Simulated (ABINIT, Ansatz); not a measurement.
Planning a run of Ansatz 0.2.0 on CdWO4 (P2/c). The input:

```yaml
crystal:
  lattice:
    - [5.04, 0.0, 0.0]
    - [0.0, 5.8701, 0.0]
    - [-0.1309573182, 0.0, 5.0824131071]
  atoms:
    - { symbol: Cd, position: [0.5, 0.69729, 0.25] }
    - { symbol: Cd, position: [0.5, 0.30271, 0.75] }
    - { symbol: W, position: [0.0, 0.17855, 0.25] }
    - { symbol: W, position: [0.0, 0.82145, 0.75] }
    - { symbol: O, position: [0.2018, 0.0955, 0.9504] }
    - { symbol: O, position: [0.7982, 0.0955, 0.5496] }
    - { symbol: O, position: [0.7982, 0.9045, 0.0496] }
    - { symbol: O, position: [0.2018, 0.9045, 0.4504] }
    - { symbol: O, position: [0.242, 0.3703, 0.3839] }
    - { symbol: O, position: [0.758, 0.3703, 0.1161] }
    - { symbol: O, position: [0.758, 0.6297, 0.6161] }
    - { symbol: O, position: [0.242, 0.6297, 0.8839] }
kpoints:
  mp_grid: { grid: [2, 2, 2] }
hamiltonian:
  xc: lda
  pseudopotentials: { kind: nc, accuracy: standard }
scf:
  occupations: { method: fixed }
gw:
  n_empty_bands: 81
  ecut_chi: 97.96
  qp_bands: [v2, c2]
  qp_kpoints: [[0.0, 0.5, 0.0], [0.0, 0.0, 0.0]]
  screening: { model: godby_needs }
  pair_densities: pseudo
  plasmon_pole_fit_frequency: 32.6147
basis:
  ecutwfc: 1278.94
```

```sh
ansatz run input.yaml --threads 4 --pin off --max-ram 14745MiB --backend cpu --events-out ev --progress --plain --runs-dir out
```

Question: Estimate wall time and host memory on 4 threads of Intel Xeon Platinum 8488C (Sapphire Rapids), shared host.

It took 25 s; on shared hardware allow 12 s to 49 s. Peak host memory was 1.7 GiB. The sizes that set the cost: 15641 plane waves a state, 8 irreducible k points, 327 plane waves in the screening and 10 SCF cycles.

The screening grows as filled bands × empty bands × pairs of k points, times the square of the screening basis for the matrix.

[Paths, hosts, dates, memory and timing lines, banners, echoed tables and standing remarks are left out of the program output.]

[Logs are printed without paths, hosts, clocks, repeated set-up lines and the standing remarks that a program may print on its own settings, such as how far it seeks lower states.]

[Runs of the session that timed out or met a known fault of the program may be left out.]

[Hosts, paths, dates, database ids (printed as entryN), source tags and the programs' standing remarks are cut or masked in the printed files.]

[G0W0 gaps are taken among the corrected bands and points alone; a level outside them can change the order at an edge.]

[Where Ansatz stands beside ABINIT at settings called matched, ABINIT's density can come from a denser mesh and the files from another edition; pairs whose starting gaps differed by over 0.03 eV were left out, so agreement reads better than it is.]
